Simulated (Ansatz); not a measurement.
# What SrPdN (built on the sites of a database entry of BaAsPd) distorts into

Which phase does SrPdN (built on the sites of a database entry of BaAsPd) fall into along its unstable mode, and how much energy does it gain?

Calculated with Ansatz 0.2.0; DFT PBE+D3(BJ), scalar-relativistic, plane waves, PAW.

This is a report of a sequence of runs, with most program output left out.

The structure was built from a prototype and need not be the compound's stable phase.

**1. Starting point**

Symmetry: P-6m2, No. 187, hexagonal system. Conventional cell: a = 3.771 Å, b = 3.771 Å, c = 4.061 Å, α = 90.00°, β = 90.00°, γ = 120.00°. Nearest to Sr lie 6 N at 2.98 Å and 6 Pd at 2.98 Å. N has 3 Pd at 2.18 Å and 6 Sr at 2.98 Å nearest. Nearest to Pd lie 3 N at 2.18 Å. Farther neighbours and most contacts between anions are not listed.

**2. Response at finite wavevector**

The cell comes from relaxations at this level that are not shown. Stability and thermal properties need the whole zone. Linear response on a 3×3×4 q mesh gives force constants as far as a supercell of that size would.

The input, input.yaml:

```yaml
crystal:
  lattice:
    - [3.7707149625, 0.0, 0.0]
    - [-1.8853574812, 3.2655349479, 0.0]
    - [0.0, 0.0, 4.0614150488]
  atoms:
    - { symbol: Sr, position: [0.0, 0.0, 0.0] }
    - { symbol: "N", position: [0.6666666667, 0.3333333333, 0.5] }
    - { symbol: Pd, position: [0.3333333333, 0.6666666667, 0.5] }
kpoints:
  mp_grid: { grid: [15, 15, 12] }
hamiltonian:
  xc: pbe
  dispersion: d3bj
scf:
  occupations: { method: methfessel_paxton, width: 0.2 }
output:
  eigenvalues: true
phonons:
  method: dfpt
  qmesh: [3, 3, 4]
  temperatures: { t_max: 1000, t_step: 50 }
  qpath:
    path:
      - [[0.0, 0.0, 0.0], [0.5, 0.0, 0.0], [0.33333333, 0.33333333, 0.0], [0.0, 0.0, 0.0], [0.0, 0.0, 0.5], [0.5, 0.0, 0.5], [0.33333333, 0.33333333, 0.5], [0.0, 0.0, 0.5]]
      - [[0.5, 0.0, 0.5], [0.5, 0.0, 0.0]]
      - [[0.33333333, 0.33333333, 0.5], [0.33333333, 0.33333333, 0.0]]
    npoints: 10
```

The run is started by

```
> ansatz run input.yaml --threads 8 --pin off --max-ram 14336MiB --backend cpu --events-out ev --progress --plain --runs-dir out
```

Elapsed: 9.1 min, on 8 threads of Arm Neoverse V2, shared host; peak memory 3.4 GiB.

Numbers from this step:

```
volume per atom                                         : 16.67 Å³
gap on the k-mesh                                       : 0 eV
sum-rule residual before enforcement                    : 3.96e-5 eV/Å²
lowest frequency on the path                            : -129.0 cm⁻¹
point group                                             : -6m2
highest frequency on the path or at a solved wavevector : 370.9 cm⁻¹
highest optical mode at the zone centre (no LO-TO term) : 315.8 cm⁻¹
lowest optical zone-centre mode                         : -69.59 cm⁻¹
lowest mode on the q mesh (acoustic modes at Γ apart)   : -129.1 cm⁻¹
```

Frequencies (cm⁻¹) solved at each irreducible wavevector; negative means imaginary. Frequencies by wavevector, by row:

| q in reciprocal lattice units | star | mode 1 | mode 2 | mode 3 | mode 4 | mode 5 | mode 6 | mode 7 | mode 8 | mode 9 |
| --- | --- | --- | --- | --- | --- | --- | --- | --- | --- | --- |
| 0 0 0 | 1 | -69.6 | 0 | 0 | 0 | 121.5 | 121.5 | 183.2 | 315.8 | 315.8 |
| 0 0 0.25 | 2 | 46.1 | 46.1 | 71.9 | 112.2 | 112.2 | 130.8 | 175.9 | 314.1 | 314.1 |
| 0 0 -0.5 | 1 | 85.4 | 85.4 | 85.9 | 85.9 | 139.7 | 140.4 | 194.3 | 312.1 | 312.1 |
| 0 0.3333 0 | 6 | -102.7 | -34 | 82 | 96.5 | 135.2 | 156.6 | 163 | 293.7 | 339.8 |
| 0 0.3333 0.25 | 12 | -12.2 | 35.5 | 66.1 | 123 | 123.8 | 150.8 | 179.6 | 289.2 | 339.9 |
| 0 0.3333 -0.5 | 6 | 48.9 | 60.4 | 76 | 101.6 | 137.7 | 172.4 | 191.3 | 285.8 | 340.2 |
| 0.3333 0.3333 0 | 2 | -129.1 | -45.5 | 32 | 117.9 | 132.7 | 144 | 180.8 | 320 | 370.9 |
| 0.3333 0.3333 0.25 | 4 | -89.1 | -85.1 | 81.5 | 101.5 | 148.4 | 163.4 | 174 | 318.2 | 365.4 |
| 0.3333 0.3333 -0.5 | 2 | -106.5 | 30.8 | 75.9 | 120.2 | 167.2 | 167.8 | 174.3 | 316.6 | 360.2 |

Interpolated from a 3×3×4 q mesh. Phonon branches along the path, in cm⁻¹:

| point | branch 1 | branch 2 | branch 3 | branch 4 | branch 5 | branch 6 | branch 7 | branch 8 | branch 9 |
| --- | --- | --- | --- | --- | --- | --- | --- | --- | --- |
| Γ | -70 | 0 | 0 | 0 | 122 | 122 | 183 | 316 | 316 |
| halfway | -88 | -12 | 63 | 93 | 133 | 149 | 166 | 295 | 327 |
| M | -117 | -53 | 86 | 104 | 136 | 143 | 178 | 299 | 356 |
| halfway | -123 | -48 | 62 | 109 | 140 | 141 | 179 | 310 | 363 |
| K | -129 | -46 | 32 | 118 | 133 | 144 | 181 | 320 | 371 |
| halfway | -96 | 22 | 73 | 84 | 142 | 153 | 161 | 296 | 333 |
| Γ | -70 | 0 | 0 | 0 | 122 | 122 | 183 | 316 | 316 |
| halfway | 46 | 46 | 72 | 112 | 112 | 131 | 176 | 314 | 314 |
| A | 85 | 85 | 86 | 86 | 140 | 140 | 194 | 312 | 312 |
| halfway | 64 | 66 | 86 | 97 | 149 | 168 | 187 | 289 | 327 |
| L | 23 | 57 | 58 | 106 | 116 | 174 | 199 | 288 | 357 |
| halfway | -87 | 48 | 85 | 105 | 144 | 170 | 190 | 302 | 358 |
| H | -106 | 31 | 76 | 120 | 167 | 168 | 174 | 316 | 360 |
| halfway | 24 | 61 | 98 | 99 | 152 | 170 | 184 | 291 | 331 |
| A | 85 | 85 | 86 | 86 | 140 | 140 | 194 | 312 | 312 |
| jump to L | 23 | 57 | 58 | 106 | 116 | 174 | 199 | 288 | 357 |
| halfway | -55 | -22 | 49 | 122 | 125 | 150 | 188 | 293 | 356 |
| M | -117 | -53 | 86 | 104 | 136 | 143 | 178 | 299 | 356 |
| jump to H | -106 | 31 | 76 | 120 | 167 | 168 | 174 | 316 | 360 |
| halfway | -89 | -85 | 82 | 102 | 148 | 163 | 174 | 318 | 365 |
| K | -129 | -46 | 32 | 118 | 133 | 144 | 181 | 320 | 371 |

Symmetry leaves 9 wavevectors to solve. The lowest mode among them, the acoustic zeros apart, lies at q = (0.333, 0.333, 0) and is imaginary, 129.1i cm⁻¹, so the energy falls along it.

**3. The mode frozen in, largest atomic shift 0 Å**

The mode followed lies at q = (0.333, 0.333, 0) with frequency 129.0i cm⁻¹, the softest among the wavevectors solved. At small amplitude the distorted cell has space group no. 150 by a symmetry search on the positions. The undistorted cell that holds it gives the zero of energy on the same k mesh.

System of this step: SrPdN (built on the sites of a database entry of BaAsPd). It takes space group P-6m2 (No. 187, hexagonal). The conventional cell has a = 3.771 Å, b = 3.771 Å, c = 4.061 Å, α = 90.00°, β = 90.00°, γ = 120.00°. Nearest to Sr lie 6 Pd at 2.98 Å and 6 N at 2.98 Å. N has 3 Pd at 2.18 Å and 6 Sr at 2.98 Å nearest. Nearest to Pd lie 3 N at 2.18 Å. Farther neighbours and most contacts between anions are not listed.

The input, input.yaml:

```yaml
crystal:
  lattice:
    - [0.0, 0.0, -4.0614150488]
    - [-5.6560724437, -3.2655349479, 0.0]
    - [-5.6560724437, 3.2655349479, 0.0]
  atoms:
    - { symbol: Sr, position: [1.0, 0.6666666667, 0.6666666667] }
    - { symbol: Sr, position: [1.0, 0.3333333333, 0.3333333333] }
    - { symbol: Sr, position: [1.0, 1.0, 0.0] }
    - { symbol: "N", position: [0.5, 0.3333333333, 0.6666666667] }
    - { symbol: "N", position: [0.5, 0.0, 0.3333333333] }
    - { symbol: "N", position: [0.5, 0.6666666667, 1.0] }
    - { symbol: Pd, position: [0.5, 0.3333333333, 0.0] }
    - { symbol: Pd, position: [0.5, 0.0, 0.6666666667] }
    - { symbol: Pd, position: [0.5, 0.6666666667, 0.3333333333] }
kpoints:
  mp_grid: { grid: [10, 6, 6] }
hamiltonian:
  xc: pbe
  dispersion: d3bj
scf:
  occupations: { method: methfessel_paxton, width: 0.2 }
output:
  forces: true
  stress: true
  eigenvalues: true
```

It took 3.9 s on 8 threads; peak memory 0.74 GiB.

This run has no spin polarisation although its electron count is odd.

This step gave:

- pressure: -0.04126 GPa
- energy from the undistorted cell: 0 meV/atom

**4. The mode frozen in, largest atomic shift 0.32 Å**

The atoms are moved along the unstable eigenvector, the largest shift by 0.32 Å, with the cell fixed.

input.yaml, the sections that differ from step 3:

```yaml
crystal:
  lattice:
    - [0.0, 0.0, -4.0614150488]
    - [-5.6560724437, -3.2655349479, 0.0]
    - [-5.6560724437, 3.2655349479, 0.0]
  atoms:
    - { symbol: Sr, position: [0.9999999392, 0.6666666667, 0.6666666667] }
    - { symbol: Sr, position: [1.0, 0.3333333333, 0.3333333333] }
    - { symbol: Sr, position: [1.0000000608, 1.0, 0.0] }
    - { symbol: "N", position: [0.5, 0.3333333333, 0.6666666667] }
    - { symbol: "N", position: [0.5787902729, 0.0, 0.3333333333] }
    - { symbol: "N", position: [0.4212097271, 0.6666666667, 1.0] }
    - { symbol: Pd, position: [0.5, 0.3333333333, 0.0] }
    - { symbol: Pd, position: [0.4999999882, 0.0, 0.6666666667] }
    - { symbol: Pd, position: [0.5000000118, 0.6666666667, 0.3333333333] }
# kpoints, hamiltonian, scf, output: as in step 3
```

It took 5 s on 8 threads; peak memory 0.79 GiB; 38 s of CPU time.

Numbers from this step:

| Item | Value |
| --- | --- |
| pressure | -0.03796 GPa |
| energy from the undistorted cell | -4.237 meV/atom |

The energy, extrapolated to zero smearing, is -4.24 meV/atom against the undistorted cell.

The run ends at a pressure of -0.04 GPa, with forces up to 0.12 eV/Å.

**5. Energy along the mode, all amplitudes (two of the runs are shown above)**

An imaginary frequency means negative curvature, so the energy should fall and then rise again as anharmonic terms take over.

This step gave:

```
depth at the lowest point sampled  : 4.237 meV/atom
largest atomic shift at that point : 0.32 Å
```

Energy from the parent against largest atomic shift:

| largest atomic shift (Å) | energy from the parent (meV/atom) |
| --- | --- |
| 0.000 | 0 |
| 0.040 | -0.199 |
| 0.080 | -0.762 |
| 0.140 | -2.08 |
| 0.220 | -3.87 |
| 0.320 | -4.24 |
| 0.450 | 1.58 |
| 0.600 | 21.4 |

Displacement at unit largest shift by atom:

| atom | x (Å) | y (Å) | z (Å) | size |
| --- | --- | --- | --- | --- |
| Sr1 | 0.00 | 0.00 | 0.00 | 0.00 |
| Sr2 | 0.00 | 0.00 | 0.00 | 0.00 |
| Sr3 | 0.00 | 0.00 | 0.00 | 0.00 |
| N4 | 0.00 | 0.00 | 0.00 | 0.00 |
| N5 | 0.00 | 0.00 | -1.00 | 1.00 |
| N6 | 0.00 | 0.00 | 1.00 | 1.00 |
| Pd7 | 0.00 | 0.00 | 0.00 | 0.00 |
| Pd8 | 0.00 | 0.00 | 0.00 | 0.00 |
| Pd9 | 0.00 | 0.00 | 0.00 | 0.00 |

The lowest of the steps tried is at 0.32 Å, 4.24 meV/atom below the parent; the bottom of the well need not coincide with a step.

**6. Relaxing from the distorted cell**

Starting from the lowest point found, all atoms and the cell are let go, so that strain and other modes of the same symmetry can join in.

Edit input.yaml of step 4 so:

```diff
@@ -26 +26,10 @@
   eigenvalues: true
+  write_density: true
+  write_potential: true
+  elf: true
+  volumetric_format: npy
+relax:
+  adjacent_minimum: "off"
+  f_tol: 0.002
+  max_steps: 120
+  cell: { stress_tol: 0.03 }
```

Elapsed: 88 s, on 8 threads; peak memory 0.9 GiB; 11 min of CPU time.

The steps of the relaxation:

| step | energy less that of the first step (eV) | largest force component (eV/Å) | pressure (GPa) | volume (Å³) |
| --- | --- | --- | --- | --- |
| 1 | 0.0000 | 0.1161 | -0.04 | 150.03 |
| 2 | 0.0000 | 0.1351 | -0.83 | 151.80 |
| 3 | -0.0101 | 0.1039 | -0.09 | 150.45 |
| 4 | -0.0144 | 0.0848 | 0.10 | 150.09 |
| 5 | -0.0247 | 0.0340 | 0.25 | 149.91 |
| 6 | -0.0280 | 0.0206 | 0.07 | 150.33 |
| 7 | -0.0287 | 0.0212 | 0.06 | 150.60 |
| 8 | -0.0289 | 0.0013 | -0.04 | 150.68 |
| 9 | -0.0291 | 0.0024 | 0.06 | 150.56 |
| 10 | -0.0290 | 0.0009 | 0.00 | 150.64 |
| 11* | -0.0301 | 0.0009 | 0.01 | 150.64 |
| 12 | -0.0300 | 0.0026 | -0.02 | 150.69 |
| 13 | -0.0301 | 0.0001 | 0.00 | 150.66 |
| 14* | -0.0301 | 0.0001 | 0.00 | 150.66 |

Relaxation steps marked * repeat the geometry before them on a plane-wave basis chosen anew for their cell, so energy and pressure can jump there. Relaxation step 9 was tried and not accepted.

Forces are held to the 6 operations that the run works with; a distortion that breaks them can't arise in this run.

| cell as run | before | after | change |
| --- | --- | --- | --- |
| a (Å) | 4.061 | 4.106 | +1.1 % |
| b (Å) | 6.531 | 6.509 | -0.3 % |
| c (Å) | 6.531 | 6.509 | -0.3 % |
| volume (Å³/atom) | 16.67 | 16.74 | +0.4 % |

The atoms that moved most (Å, as changes of fractional coordinates times the final cell):

| atom | dx | dy | dz | length |
| --- | --- | --- | --- | --- |
| Pd8 | 0.125 | 0.072 | 0.000 | 0.144 |
| Pd9 | 0.000 | -0.144 | 0.000 | 0.144 |
| Pd7 | -0.125 | 0.072 | 0.000 | 0.144 |
| Sr1 | 0.094 | 0.054 | 0.000 | 0.109 |
| Sr3 | 0.000 | -0.109 | 0.000 | 0.109 |
| Sr2 | -0.094 | 0.054 | 0.000 | 0.109 |
| N6 | 0.000 | 0.000 | 0.074 | 0.074 |
| N5 | 0.000 | 0.000 | -0.074 | 0.074 |

The relaxed structure:

```xyz
9
Lattice="0.0000 0.0000 -4.1064 -5.6369 -3.2544 0.0000 -5.6369 3.2544 0.0000" Properties=species:S:1:pos:R:3 pbc="T T T"
Sr   -7.4217    0.0543   -4.1064
Sr   -3.8520    0.0543   -4.1064
Sr   -5.6369   -3.3630   -4.1064
N    -5.6369    1.0848   -2.0532
N    -1.8790    1.0848   -2.4503
N    -9.3948    1.0848   -1.6560
Pd   -2.0035   -1.0129   -2.0532
Pd   -3.6334    2.2415   -2.0532
Pd   -5.6369   -1.2286   -2.0532
```

This step gave:

```
pressure        : -9.01e-5 GPa
volume per atom : 16.74 Å³
```

Electrostatic potential energy in the ac plane at fractional y = 0.333, with atoms of Sr and N and Pd within 0.2 Å of it. With pseudopotentials it is smooth inside the atoms' cores, unlike the true potential.

Values in eV, 22 rows by 14 columns, each cell a mean:
```
 14  14  13  11  -3 -22 -41 -47 -35 -18   5  12  14  14
 13  13  13  12   6  -6 -21 -24 -16  -2  10  13  13  13
 12  13  14  14  13  10   5   4   7  11  13  14  13  13
 12  13  14  15  15  14  12  12  13  14  15  15  13  13
 13  13  15  16  16  13   6   3   9  14  16  15  14  13
 13  14  15  16  14   4 -21 -28 -12   8  16  16  15  14
 14  14  15  16  11 -12 -49 -58 -36  -4  15  16  15  14
 14  14  15  16  11 -12 -49 -58 -36  -4  15  16  15  14
 13  13  15  16  14   4 -21 -28 -12   8  15  15  14  13
 10  10  13  14  15  13   6   4   9  14  15  14  12  10
  0   2   7  11  14  15  15  15  15  15  13  10   5   1
-29 -18  -1   7  12  15  16  16  15  14  11   5  -7 -22
-86 -72 -24   0  10  13  15  15  15  13   7  -4 -44 -78
-87 -87 -44  -6   8  13  15  15  14  12   5 -12 -67 -87
-87 -87 -43  -5   8  12  15  15  14  12   5 -11 -66 -87
-85 -69 -22   0  10  13  14  15  14  12   7  -3 -41 -74
-25 -15   0   7  11  13  13  13  13  12  10   5  -5 -19
  1   3   7  10  11  11   9   8  10  11  11   9   6   2
 10  11  12  12   8   0 -12 -15  -8   3  10  12  11  10
 13  13  13  11   1 -16 -33 -37 -28 -12   7  12  13  13
 14  14  13  10  -9 -31 -57 -66 -47 -26   1  11  14  14
 14  14  13  10 -11 -33 -62 -72 -51 -28   0  11  14  14
```
Columns run along a (4.1 Å; values clipped at the 3rd and 97th percentile), rows up along c (6.5 Å). Atoms in or near the plane, at fractional coordinates: Sr at (0.00, 0.35), N at (0.50, 0.67), Pd at (0.50, 0.02).

Valence density in the ac plane at fractional y = 0.333, with atoms of Sr and N and Pd within 0.2 Å of it. It is the smooth field of the valence electrons, not physical close to the nuclei.

Values in e/Å³, 22 rows by 14 columns, each cell a mean:
```
 0  0  0  0  1  4  9 10  7  3  1  0  0  0
 0  0  0  0  1  2  3  4  3  1  0  0  0  0
 0  0  0  0  0  0  1  1  1  0  0  0  0  0
 0  0  0  0  0  0  0  0  0  0  0  0  0  0
 0  0  0  0  0  1  1  1  1  0  0  0  0  0
 0  0  0  0  0  1  2  2  2  1  0  0  0  0
 0  0  0  0  1  2  3  3  3  1  0  0  0  0
 0  0  0  0  1  2  3  3  3  1  0  0  0  0
 0  0  0  0  0  1  2  2  2  1  0  0  0  0
 0  0  0  0  0  0  1  1  1  0  0  0  0  0
 1  0  0  0  0  0  0  0  0  0  0  0  0  1
 2  1  1  0  0  0  0  0  0  0  0  0  1  1
 3  2  1  1  0  0  0  0  0  0  0  1  2  3
 2  3  2  1  0  0  0  0  0  0  0  1  2  2
 2  3  2  1  0  0  0  0  0  0  0  1  2  2
 3  2  1  1  0  0  0  0  0  0  0  1  2  3
 2  1  1  0  0  0  0  0  0  0  0  0  1  1
 1  0  0  0  0  0  0  0  0  0  0  0  0  0
 0  0  0  0  0  1  2  2  2  1  0  0  0  0
 0  0  0  0  1  3  7  8  5  2  1  0  0  0
 0  0  0  0  2  6 12 13 10  5  1  0  0  0
 0  0  0  0  2  7 12 14 11  5  1  0  0  0
```
Columns run along a (4.1 Å), rows up along c (6.5 Å). Atoms in or near the plane, at fractional coordinates: Sr at (0.00, 0.35), N at (0.50, 0.67), Pd at (0.50, 0.02).

ELF in the ac plane at fractional y = 0.333, with atoms of Sr and N and Pd within 0.2 Å of it. It is the smooth field of the valence electrons, not physical close to the nuclei.

Values, 22 rows by 14 columns, each cell a mean:
```
0.12 0.18 0.30 0.31 0.40 0.51 0.50 0.48 0.52 0.49 0.35 0.31 0.26 0.16
0.08 0.13 0.24 0.27 0.31 0.40 0.48 0.48 0.46 0.38 0.28 0.27 0.20 0.11
0.04 0.07 0.15 0.20 0.20 0.20 0.22 0.23 0.21 0.19 0.20 0.19 0.11 0.06
0.03 0.05 0.12 0.19 0.24 0.27 0.30 0.31 0.29 0.26 0.22 0.17 0.09 0.04
0.03 0.06 0.17 0.34 0.54 0.66 0.73 0.74 0.71 0.63 0.47 0.29 0.11 0.05
0.05 0.08 0.28 0.53 0.76 0.82 0.75 0.68 0.80 0.82 0.69 0.47 0.18 0.07
0.06 0.13 0.41 0.68 0.85 0.85 0.46 0.21 0.67 0.86 0.80 0.62 0.27 0.10
0.06 0.12 0.40 0.68 0.85 0.85 0.46 0.21 0.67 0.86 0.80 0.62 0.26 0.09
0.05 0.06 0.21 0.47 0.75 0.82 0.73 0.67 0.79 0.82 0.66 0.40 0.12 0.05
0.13 0.09 0.09 0.20 0.51 0.69 0.74 0.74 0.74 0.66 0.38 0.16 0.08 0.11
0.66 0.55 0.24 0.09 0.16 0.33 0.48 0.50 0.44 0.29 0.10 0.11 0.37 0.59
0.85 0.83 0.63 0.26 0.07 0.12 0.22 0.24 0.19 0.10 0.10 0.36 0.75 0.84
0.61 0.76 0.83 0.60 0.11 0.05 0.08 0.09 0.06 0.05 0.26 0.70 0.84 0.71
0.13 0.49 0.84 0.73 0.19 0.04 0.05 0.06 0.04 0.05 0.40 0.79 0.77 0.36
0.16 0.51 0.84 0.73 0.19 0.05 0.06 0.07 0.05 0.05 0.39 0.79 0.77 0.38
0.64 0.77 0.83 0.58 0.12 0.07 0.12 0.14 0.10 0.07 0.26 0.69 0.84 0.73
0.83 0.81 0.59 0.25 0.10 0.17 0.22 0.23 0.21 0.15 0.12 0.33 0.72 0.82
0.58 0.47 0.22 0.12 0.18 0.25 0.26 0.26 0.26 0.24 0.15 0.13 0.32 0.51
0.10 0.09 0.12 0.20 0.30 0.38 0.44 0.45 0.43 0.36 0.26 0.17 0.10 0.09
0.07 0.11 0.21 0.27 0.38 0.50 0.52 0.51 0.53 0.48 0.33 0.26 0.17 0.09
0.14 0.20 0.29 0.31 0.43 0.51 0.39 0.33 0.45 0.50 0.37 0.30 0.27 0.18
0.15 0.22 0.31 0.32 0.44 0.49 0.35 0.28 0.42 0.50 0.38 0.31 0.29 0.20
```
Columns run along a (4.1 Å), rows up along c (6.5 Å). Atoms in or near the plane, at fractional coordinates: Sr at (0.00, 0.35), N at (0.50, 0.67), Pd at (0.50, 0.02).

The distorted start has space group P321; the relaxation ends in P321.

**7. Outcome**

```json
{"unstable mode of the parent": "q = (0.333, 0.333, 0), 129i cm⁻¹", "depth at the lowest point sampled": "4.24 meV/atom", "largest atomic shift at that point": "0.32 Å", "space group reached (within 0.01 Å)": "P321", "energy gained over the parent (first relaxation, on the mesh of the frozen mode)": "7.62 meV/atom", "volume per atom, phase reached": "16.7 Å³"}
```

In words: Along this mode the structure falls into P321, 7.62 meV/atom below the parent. At the parent's cell the well is 4.237 meV/atom deep on the steps tried, with its lowest point at a shift of 0.32 Å. Relaxing atoms and cell changes the gain by +3.38 meV/atom against the lowest step (energies at zero smearing). The modes of the phase reached were not computed on this path. Of the 2 patterns followed to their end from this parent, this one ends 16.8 meV/atom above the lowest, Amm2. Each path keeps the symmetry of its pattern, so a lower phase may lie along a pattern not tried. With no gap, or one that is small against the smearing, the frequencies hang on the k mesh and the smearing, most of all near Kohn anomalies. The phonon runs are without spin polarisation, although the cell has an odd electron count. A phonon run warned that its eigensolver left some bands unconverged in a pass. In the phonons the program treats the change of the C6 weights of the dispersion term with coordination only in part. The starting cell was built on a prototype and not taken from a measurement, so the phase need not exist.

[Logs are printed without paths, hosts, clocks, repeated set-up lines and the standing remarks that a program may print on its own settings, such as how far it seeks lower states.]

[Hosts, paths, dates, database ids (printed as entryN), source tags and the programs' standing remarks are cut or masked in the printed files.]
